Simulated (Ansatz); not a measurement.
# Br on W(100): change of the work function, part 2 of 3

How does Br on the hollow site change the work function of W(100) as the layer fills?

Ansatz 0.2.0; plane-wave DFT, PBE, Ansatz PAW.

So far, work function, upper face (eV): step 2 (the clean slab) 4.14.

## (3) The covered slab, k-mesh 6×6×1, coverage 0.25 ML

System of this step: W20Br (Br/W(100)). The cell holds 21 atoms: 20 W and 1 Br. Cell: a = 6.320 Å, b = 6.320 Å, c = 26.090 Å, α = 90.0°, β = 90.0°, γ = 90.0°. Vacuum lies along c.

The clean slab as it ended is repeated in the plane and the adsorbate is set on one face; the cell's size fixes the coverage, and the k-mesh shrinks with it to keep the sampling density about even. Adsorbate and upper layers relax, since the dipole depends on the height.

File input.yaml:

```yaml
crystal:
  lattice:
    - [6.32, 0.0, 0.0]
    - [0.0, 6.32, 0.0]
    - [0.0, 0.0, 26.0899814172]
  atoms:
    - { symbol: W, position: [0.0, 0.0, 0.3449600004] }
    - { symbol: W, position: [0.25, 0.25, 0.4055196448] }
    - { symbol: W, position: [0.0, 0.0, 0.4660474218] }
    - { symbol: W, position: [0.25, 0.25, 0.5290837781] }
    - { symbol: W, position: [0.0, 0.0, 0.5839102026] }
    - { symbol: W, position: [0.0, 0.5, 0.3449600004] }
    - { symbol: W, position: [0.25, 0.75, 0.4055196448] }
    - { symbol: W, position: [0.0, 0.5, 0.4660474218] }
    - { symbol: W, position: [0.25, 0.75, 0.5290837781] }
    - { symbol: W, position: [0.0, 0.5, 0.5839102026] }
    - { symbol: W, position: [0.5, 0.0, 0.3449600004] }
    - { symbol: W, position: [0.75, 0.25, 0.4055196448] }
    - { symbol: W, position: [0.5, 0.0, 0.4660474218] }
    - { symbol: W, position: [0.75, 0.25, 0.5290837781] }
    - { symbol: W, position: [0.5, 0.0, 0.5839102026] }
    - { symbol: W, position: [0.5, 0.5, 0.3449600004] }
    - { symbol: W, position: [0.75, 0.75, 0.4055196448] }
    - { symbol: W, position: [0.5, 0.5, 0.4660474218] }
    - { symbol: W, position: [0.75, 0.75, 0.5290837781] }
    - { symbol: W, position: [0.5, 0.5, 0.5839102026] }
    - { symbol: Br, position: [0.25, 0.25, 0.6550399996] }
kpoints:
  mp_grid: { grid: [6, 6, 1] }
hamiltonian:
  xc: pbe
scf:
  occupations: { method: fermi_dirac, width: 0.1 }
  convergence: { dr2_threshold: 1.0e-08 }
efield:
  axis: 3
  dipole_correction: true
  ramp_position: 0.97
  ramp_width: 0.06
relax:
  f_tol: 0.02
  max_steps: 60
  constraints: [{ sites: [0, 1, 5, 6, 10, 11, 15, 16] }]
output:
  dos: { projected: true, e_range: [-8, 4] }
  write_potential: true
  write_density: true
  volumetric_format: npy
  elf: true
```

Launch:

```
ansatz run input.yaml --threads 4 --pin off --max-ram 6144MiB --backend cpu --events-out ev --progress --plain --runs-dir out
```

Numbers of over 12 decimals in the logs are rounded to 6 here.

Log:

```text
[...]
Crystal: 21 atoms, lattice volume = 1042.096 Å³
Basis set: ecut = 420 eV, 20427 PW (Γ), exchange–correlation on 90×90×360 points (8 copies of the dense FFT grid, shifted against one another)
Bands: 173, of which v1, the nominal top of the filled ones, is band 144 counted from 1 (143 counted from 0)
Symmetry: 8 space group operations
[...]
k-points: 10 of 36
[...]
SCF iter   1: F=—  HF=-210461.967774 eV  |F-HF|=—  |Δ(HF+E_count)|=         —  Δρ=6.18e-3  dr2=1.71e0  ethr=1.77e-3  p=0.067 e·Å  D=1.16e-2 V/Å  ΔV_dip=-0.30 eV  dr2_dipole=4.76e-1  V_vac-E_F(+/−)=4.04/4.34 eV  ⟨swp⟩=10.7  Hψ=9163  notcnv=0
[...]
SCF iter  11: F=-210461.860127 eV  HF=-210461.860127 eV  |F-HF|=1.02e-9  |Δ(HF+E_count)|=   5.88e-9  Δρ=2.77e-7  dr2=2.50e-9  ethr=3.48e-12  p=0.020 e·Å  D=3.55e-3 V/Å  ΔV_dip=-0.09 eV  dr2_dipole=2.29e-11  V_vac-E_F(+/−)=4.17/4.26 eV  ⟨swp⟩=10.8  Hψ=11741  notcnv=0
SCF 1 converged in 11 iterations: F = -210461.860127 eV  dr2 = 2.50e-9
[...]
relax step   1: F+E_penalty+E_count = -210461.86012742 eV  Δ(F+E_penalty+E_count) = +0.000e0 eV  max|allowed force component| = 1.233e0 eV/Å  Δτ_max = 0.0000 Å  (11 SCF iters, accepted)
[...]
iter 1 solved again at ethr=9.47e-4 eV; its pass at ethr=3.10e-3 eV (dr2=2.72e0 eV) is discarded
[...]
SCF iter  11: F=-210462.036524 eV  HF=-210462.036524 eV  |F-HF|=5.68e-9  |Δ(HF+E_count)|=   7.39e-9  Δρ=2.49e-7  dr2=1.01e-9  ethr=3.48e-12  p=0.027 e·Å  D=4.61e-3 V/Å  ΔV_dip=-0.12 eV  dr2_dipole=8.96e-12  V_vac-E_F(+/−)=4.12/4.24 eV  ⟨swp⟩=10.4  Hψ=11731  notcnv=0
SCF 2 converged in 11 iterations: F = -210462.036524 eV  dr2 = 1.01e-9
[...]
relax step   2: F+E_penalty+E_count = -210462.03652371 eV  Δ(F+E_penalty+E_count) = -1.764e-1 eV  max|allowed force component| = 1.744e0 eV/Å  Δτ_max = 0.1962 Å  (11 SCF iters, accepted)
SCF iter   1: F=—  HF=-210462.183291 eV  |F-HF|=—  |Δ(HF+E_count)|=         —  Δρ=3.37e-3  dr2=9.80e-1  ethr=1.06e-3  p=0.027 e·Å  D=4.61e-3 V/Å  ΔV_dip=-0.12 eV  dr2_dipole=2.34e-1  V_vac-E_F(+/−)=4.13/4.25 eV  ⟨swp⟩=4.1  Hψ=3301  notcnv=0
[...]
SCF iter  10: F=-210462.147789 eV  HF=-210462.147789 eV  |F-HF|=7.57e-9  |Δ(HF+E_count)|=   1.58e-8  Δρ=2.96e-7  dr2=1.59e-9  ethr=3.48e-12  p=0.031 e·Å  D=5.36e-3 V/Å  ΔV_dip=-0.14 eV  dr2_dipole=2.71e-11  V_vac-E_F(+/−)=4.10/4.24 eV  ⟨swp⟩=11.5  Hψ=12729  notcnv=0
SCF 3 converged in 10 iterations: F = -210462.147789 eV  dr2 = 1.59e-9
relax step   3: F+E_penalty+E_count = -210462.14778889 eV  Δ(F+E_penalty+E_count) = -1.113e-1 eV  max|allowed force component| = 6.138e-1 eV/Å  Δτ_max = 0.0600 Å  (10 SCF iters, accepted)
[...]
relax step   4: F+E_penalty+E_count = -210462.17099804 eV  Δ(F+E_penalty+E_count) = -2.321e-2 eV  max|allowed force component| = 1.082e-1 eV/Å  Δτ_max = 0.0335 Å  (9 SCF iters, accepted)
[...]
relax step   5: F+E_penalty+E_count = -210462.17248528 eV  Δ(F+E_penalty+E_count) = -1.487e-3 eV  max|allowed force component| = 3.552e-2 eV/Å  Δτ_max = 0.0079 Å  (8 SCF iters, accepted)
SCF iter   1: F=—  HF=-210462.173386 eV  |F-HF|=—  |Δ(HF+E_count)|=         —  Δρ=2.54e-4  dr2=4.53e-3  ethr=3.96e-6  p=0.039 e·Å  D=6.79e-3 V/Å  ΔV_dip=-0.18 eV  dr2_dipole=1.05e-3  V_vac-E_F(+/−)=4.06/4.24 eV  ⟨swp⟩=2.0  Hψ=2722  notcnv=0
[...]
SCF iter   7: F=-210462.172615 eV  HF=-210462.172615 eV  |F-HF|=8.44e-10  |Δ(HF+E_count)|=   3.20e-8  Δρ=4.92e-7  dr2=8.38e-9  ethr=3.48e-12  p=0.039 e·Å  D=6.78e-3 V/Å  ΔV_dip=-0.18 eV  dr2_dipole=1.01e-9  V_vac-E_F(+/−)=4.06/4.24 eV  ⟨swp⟩=13.0  Hψ=14430  notcnv=0
SCF 6 converged in 7 iterations: F = -210462.172615 eV  dr2 = 8.38e-9
relax step   6: F+E_penalty+E_count = -210462.17261480 eV  Δ(F+E_penalty+E_count) = -1.295e-4 eV  max|allowed force component| = 3.332e-3 eV/Å  Δτ_max = 0.0032 Å  (7 SCF iters, accepted)
NSCF: frozen V_eff on 10 k-points
[...]
SCF converged after 7 iterations
Free energy (F): -210462.172615 eV
[...]
Internal energy: -210461.520872 eV  (E = F + TS)
E sigma→0 (E₀):  -210461.846743 eV
Entropy (-TS):   -0.651743 eV (-31.035 meV/atom)
Fermi energy:    4.323491 eV
Dipole field:    D = 0.006763 V/Å  (p = 0.038948 e·Å, saw-weighted, corrected)
Work function:   Φ+ = 4.0597 eV   Φ− = 4.2361 eV
[...]
--- Forces (eV/Å), atoms counted from 1 ---
  atom   1  W      0.04419509     0.04419509     1.24577003
  atom   2  W      0.00000000     0.00000000    -1.37010386
  atom   3  W      0.00230328     0.00230328     0.00014135
  atom   4  W      0.00000000     0.00000000    -0.00214522
  atom   5  W      0.00182121     0.00182121     0.00185761
  atom   6  W      0.04419509    -0.04419509     1.24577003
  atom   7  W      0.00000000     0.00000000    -1.25147788
  atom   8  W      0.00230328    -0.00230328     0.00014135
  atom   9  W      0.00000000     0.00000000     0.00333245
  atom  10  W      0.00182121    -0.00182121     0.00185761
  atom  11  W     -0.04419509     0.04419509     1.24577003
  atom  12  W      0.00000000     0.00000000    -1.25147788
  atom  13  W     -0.00230328     0.00230328     0.00014135
  atom  14  W      0.00000000     0.00000000     0.00333245
  atom  15  W     -0.00182121     0.00182121     0.00185761
  atom  16  W     -0.04419509    -0.04419509     1.24577003
  atom  17  W      0.00000000     0.00000000    -1.12249891
  atom  18  W     -0.00230328    -0.00230328     0.00014135
  atom  19  W     -0.00000000     0.00000000     0.00151823
  atom  20  W     -0.00182121    -0.00182121     0.00185761
  atom  21  Br    -0.00000000     0.00000000    -0.00150924
  max |Σ_I F_I| component: 4.61e-5 eV/Å
--- Band table (eV; the first three rows and the last of 10) ---
  k-point 0: bands = [... 140 lower, 4.3227, 4.3227, 4.3425, 4.4031, 4.4142, 4.4142, 4.5456, 5.1797, ... 25 higher]
  k-point 1: bands = [... 140 lower, 4.1244, 4.2213, 4.3969, 4.4383, 4.4384, 4.7071, 4.8479, 5.0370, ... 25 higher]
  k-point 2: bands = [... 140 lower, 4.1279, 4.2040, 4.3867, 4.5675, 4.6073, 4.6868, 4.7009, 4.8056, ... 25 higher]
  k-point 9: bands = [... 140 lower, 4.0325, 4.0325, 4.0928, 4.1005, 4.1005, 4.1034, 4.1587, 4.4269, ... 25 higher]
--- Relaxed structure (6 steps of the walk, 6 accepted, 0 SCFs on fresh bases) ---
  F+E_penalty+E_count = -210462.17261480 eV   max|allowed force component| = 3.332e-3 eV/Å
  atoms:
    - { symbol: W, position: [0.0, 0.0, 0.344960] }
    - { symbol: W, position: [0.250000, 0.250000, 0.405520] }
    - { symbol: W, position: [-0.00289801, -0.00289801, 0.466226] }
    - { symbol: W, position: [0.250000, 0.250000, 0.524241] }
    - { symbol: W, position: [0.017943, 0.017943, 0.585018] }
    - { symbol: W, position: [0.0, 0.500000, 0.344960] }
    - { symbol: W, position: [0.250000, 0.750000, 0.405520] }
    - { symbol: W, position: [-0.00289801, 0.502898, 0.466226] }
    - { symbol: W, position: [0.250000, 0.750000, 0.528766] }
    - { symbol: W, position: [0.017943, 0.482057, 0.585018] }
    - { symbol: W, position: [0.500000, 0.0, 0.344960] }
    - { symbol: W, position: [0.750000, 0.250000, 0.405520] }
    - { symbol: W, position: [0.502898, -0.00289801, 0.466226] }
    - { symbol: W, position: [0.750000, 0.250000, 0.528766] }
    - { symbol: W, position: [0.482057, 0.017943, 0.585018] }
    - { symbol: W, position: [0.500000, 0.500000, 0.344960] }
    - { symbol: W, position: [0.750000, 0.750000, 0.405520] }
    - { symbol: W, position: [0.502898, 0.502898, 0.466226] }
    - { symbol: W, position: [0.750000, 0.750000, 0.532274] }
    - { symbol: W, position: [0.482057, 0.482057, 0.585018] }
    - { symbol: Br, position: [0.250000, 0.250000, 0.659269] }
```

The job ended after 3.5 min (4 threads of Intel Xeon Platinum 8488C (Sapphire Rapids), shared host; peak memory 4.3 GiB; 14 min of CPU time).

This run has no spin polarisation although its electron count is odd.

Step by step:

```
step  energy less that of the first step (eV)  largest force component (eV/Å)
   1                                   0.0000                          1.2329
   2                                  -0.1764                          1.7444
   3                                  -0.2877                          0.6138
   4                                  -0.3109                          0.1082
   5                                  -0.3124                          0.0355
   6                                  -0.3125                          0.0033
```

Forces are held to the 8 operations that the run works with; a distortion that breaks them can't arise in this run.

The atoms that moved most (Å):

```
atom      dx      dy      dz  length
  W5   0.113   0.113   0.029   0.163
 W10   0.113  -0.113   0.029   0.163
 W15  -0.113   0.113   0.029   0.163
 W20  -0.113  -0.113   0.029   0.163
  W4   0.000   0.000  -0.126   0.126
Br21   0.000   0.000   0.110   0.110
 W19   0.000   0.000   0.083   0.083
 W18   0.018   0.018   0.005   0.026
```

The relaxed structure:

```xyz
21
Lattice="6.3200 0.0000 0.0000 0.0000 6.3200 0.0000 0.0000 0.0000 26.0900" Properties=species:S:1:pos:R:3
W     0.0000    0.0000    9.0000
W     1.5800    1.5800   10.5800
W    -0.0183   -0.0183   12.1638
W     1.5800    1.5800   13.6774
W     0.1134    0.1134   15.2631
W     0.0000    3.1600    9.0000
W     1.5800    4.7400   10.5800
W    -0.0183    3.1783   12.1638
W     1.5800    4.7400   13.7955
W     0.1134    3.0466   15.2631
W     3.1600    0.0000    9.0000
W     4.7400    1.5800   10.5800
W     3.1783   -0.0183   12.1638
W     4.7400    1.5800   13.7955
W     3.0466    0.1134   15.2631
W     3.1600    3.1600    9.0000
W     4.7400    4.7400   10.5800
W     3.1783    3.1783   12.1638
W     4.7400    4.7400   13.8870
W     3.0466    3.0466   15.2631
Br    1.5800    1.5800   17.2003
```

Numbers from this step:

```
energy at zero smearing        : -210461.8467 eV
work function, upper face      : 4.060 eV
work function, lower face      : 4.236 eV
dipole along the normal        : 0.03895 e·Å
step between the vacuum levels : -0.1764 eV
```

Running mean over 1.58 Å of the planar mean; the ramp of the sawtooth is left out. The electron's electrostatic potential energy less the Fermi level by z:

```
z (Å)  electron's electrostatic potential energy less the Fermi level (eV)
    4                                                                 4.24
    5                                                                 4.23
    6                                                                 4.14
    7                                                                 3.40
    8                                                                -2.57
    9                                                                -11.3
   10                                                                -12.3
   11                                                                -12.6
   12                                                                -12.6
   13                                                                -12.2
   14                                                                -13.0
   15                                                                -12.8
   16                                                                -6.32
   17                                                               -0.314
   18                                                                 2.20
   19                                                                 3.94
   20                                                                 4.05
   21                                                                 4.06
   22                                                                 4.06
   23                                                                 4.06
```

The density of states has structure finer than the step of the table below, so its rows give means over 0.25 eV, whole bins alone (the curve runs from -8 to 1.98 eV). Peaks (eV: height): -4.000: 45.7, -3.040: 50.3, -2.980: 44.5, -2.380: 39.5, -2.260: 36.0, 0.090: 40.2, 1.230: 40.3.

Density of states against energy, zero at the Fermi level; means over each step:

```
energy (eV)  density of states (states/eV a cell)
      -7.75                                  1.39
      -7.50                                  1.30
      -7.25                                  1.48
      -7.00                                  3.23
      -6.75                                  3.56
      -6.50                                  4.15
      -6.25                                  5.00
      -6.00                                  10.5
      -5.75                                  13.9
      -5.50                                  15.5
      -5.25                                  14.3
      -5.00                                  14.3
      -4.75                                  14.2
      -4.50                                  11.7
      -4.25                                  17.5
      -4.00                                  30.4
      -3.75                                  19.5
      -3.50                                  14.5
      -3.25                                  12.2
      -3.00                                  33.0
      -2.75                                  26.5
      -2.50                                  25.2
      -2.25                                  28.4
      -2.00                                  19.6
      -1.75                                  25.4
      -1.50                                  22.2
      -1.25                                  19.0
      -1.00                                  15.7
      -0.75                                  16.3
      -0.50                                  26.1
      -0.25                                  16.7
       0.00                                  22.9
       0.25                                  17.4
       0.50                                  18.0
       0.75                                  16.4
       1.00                                  17.1
       1.25                                  27.5
       1.50                                  24.8
       1.75                                  26.3
```

Projected DOS per atom over height of the atomic layer and energy from the Fermi level. Layers: W4 W4 W4 W4 W4 Br from below.

Ten even steps from '_' (0.02 states/eV) to '@' (3.69 states/eV), each cell a mean:
```
----::::::__
==::--::--__
--..::__::__
--....__--__
++__..__--__
++..__..==__
::..__..--__
--::::::--__
--::--::::__
==--------__
--==--==::__
..::::::..__
..::::--::::
----::::::..
....::..__..
__::--::__::
__..::....@@
__........**
__________..
____________
____________
____________
```
Columns: height of the atomic layer (Å) from 9 to 17.2 (not evenly spaced); rows upwards: energy from the Fermi level (eV) from -7.96 to 1.95.

Electrostatic potential energy in the ca plane at fractional y = 0.250, with atoms of W and Br within 0.2 Å of it. With pseudopotentials it is smooth inside the atoms' cores, unlike the true potential.

Values in eV, 9 rows by 16 columns, each cell a mean:
```
  6   3  -6   3   4  -5   0   5   7   8   8   8   8   8   8   8
  8  -9 -50 -11  -1 -46 -23   7   8   8   8   8   8   8   8   8
  8 -12 -56 -15  -2 -52 -28   7   8   8   8   8   8   8   8   8
  6   2 -14   1   4 -12  -3   6   8   8   8   8   8   8   8   8
  5   5   3   5   5   3   4   3   6   6   8   8   8   8   8   8
  7  -1 -27  -3   0 -27  -6   4  -9 -19   6   8   8   8   8   8
  8 -14 -59 -17  -9 -58 -24   5 -35 -54   3   8   8   8   8   8
  7  -4 -38  -6  -2 -37 -11   5 -16 -30   6   8   8   8   8   8
  5   5   1   4   4   1   3   3   5   5   8   8   8   8   8   8
```
Columns run along c (16.0 Å, from fractional 0.32 to 0.93 of the cell; values clipped at the 3rd and 97th percentile), rows up along a (6.3 Å). Atoms in or near the plane, at fractional coordinates: W at (0.41, 0.25), W at (0.52, 0.25), W at (0.41, 0.75), W at (0.53, 0.75), Br at (0.66, 0.25).

ELF in the ca plane at fractional y = 0.250, with atoms of W and Br within 0.2 Å of it. It is the smooth field of the valence electrons, not physical close to the nuclei.

Ten even steps from '0' (0.00) to '9' (0.90), each cell a mean:
```
44454322455454322455543211110000000000000000
44553222235543222345553210000000000000000000
34433666523433666534553210000000000000000000
34423734632424634622443211000000000000000000
34423734632424634622443211000000000000000000
34433666523533666534553210000000000000000000
44553222235543222345553210000000000000000000
44454322455454323455543211110000000000000000
44445433454455434555443345542100000000000000
44554211245543212455434688875310000000000000
34543455434533554344326898998531000000000000
34423756623425757423227832699741000000000000
34323723632325515522237600499742000000000000
34423756623425757423227832799741000000000000
34543455334533454344325898998531000000000000
44554211245543212455433688875310000000000000
44445433454455434555443345542100000000000000
```
Columns run along c (16.0 Å, from fractional 0.32 to 0.93 of the cell), rows up along a (6.3 Å). Atoms in or near the plane, at fractional coordinates: W at (0.41, 0.25), W at (0.52, 0.25), W at (0.41, 0.75), W at (0.53, 0.75), Br at (0.66, 0.25).

Valence density in the ca plane at fractional y = 0.250, with atoms of W and Br within 0.2 Å of it. It is the smooth field of the valence electrons, not physical close to the nuclei.

Ten steps, logarithmic in the rise over the least value, from '0' (0.0 e/Å³) to '9' (5.0 e/Å³), each cell a mean:
```
23344444444344444444432211000000000000000000
23344566544444566544332110000000000000000000
22345899854346899754321100000000000000000000
12346999964347999853321100000000000000000000
12346999964347999853321100000000000000000000
22345899754346899754321100000000000000000000
23344566544444566544332110000000000000000000
23344444444344444444432211000000000000000000
23344433444344444444433222210000000000000000
23344444444444444444433444421000000000000000
22345688644445787544334566642100000000000000
22346999864457999753335666663100000000000000
12346999964458999853335654664200000000000000
22346999864447999753335666663100000000000000
22345687644445787544334566642100000000000000
23344444444444444444433444421000000000000000
23344433444344344444433222210000000000000000
```
Columns run along c (16.0 Å, from fractional 0.32 to 0.93 of the cell), rows up along a (6.3 Å). Atoms in or near the plane, at fractional coordinates: W at (0.41, 0.25), W at (0.52, 0.25), W at (0.41, 0.75), W at (0.53, 0.75), Br at (0.66, 0.25).

The relaxation took 6 steps and lowered the energy by 0.31 eV; the largest force on the free atoms ends at 0.0033 eV/Å.

By hand: a sheet of dipoles makes a step −p/(ε₀A) in the electron's potential. With e/ε₀ = 180.95 V·Å, p = 0.03895 e·Å and A = 39.94 Å², that is −180.95 × (0.03895) / 39.94 = -0.176 eV, and the two vacuum levels of the run differ by -0.176 eV.

The covered face has 4.06 eV, -0.08 eV against the clean one; the bare back face has moved by -0.01 eV, a measure of how thin the slab is.

(Continued in part 3 of 3.)

[Logs are printed without paths, hosts, clocks, repeated set-up lines and the standing remarks that a program may print on its own settings, such as how far it seeks lower states.]

[Hosts, paths, dates, database ids (printed as entryN), source tags and the programs' standing remarks are cut or masked in the printed files.]

[Maps of the electrostatic potential energy from Ansatz leave out the sawtooth potential of an applied field or a dipole correction, so their vacuum need not be flat; planar profiles and work functions include it.]

[The density of states shown here was stored with 400 of the rows of the run's finer table, so its peaks can read low, often by over a quarter, or be missed, and its means over a window can be off by a tenth or more.]
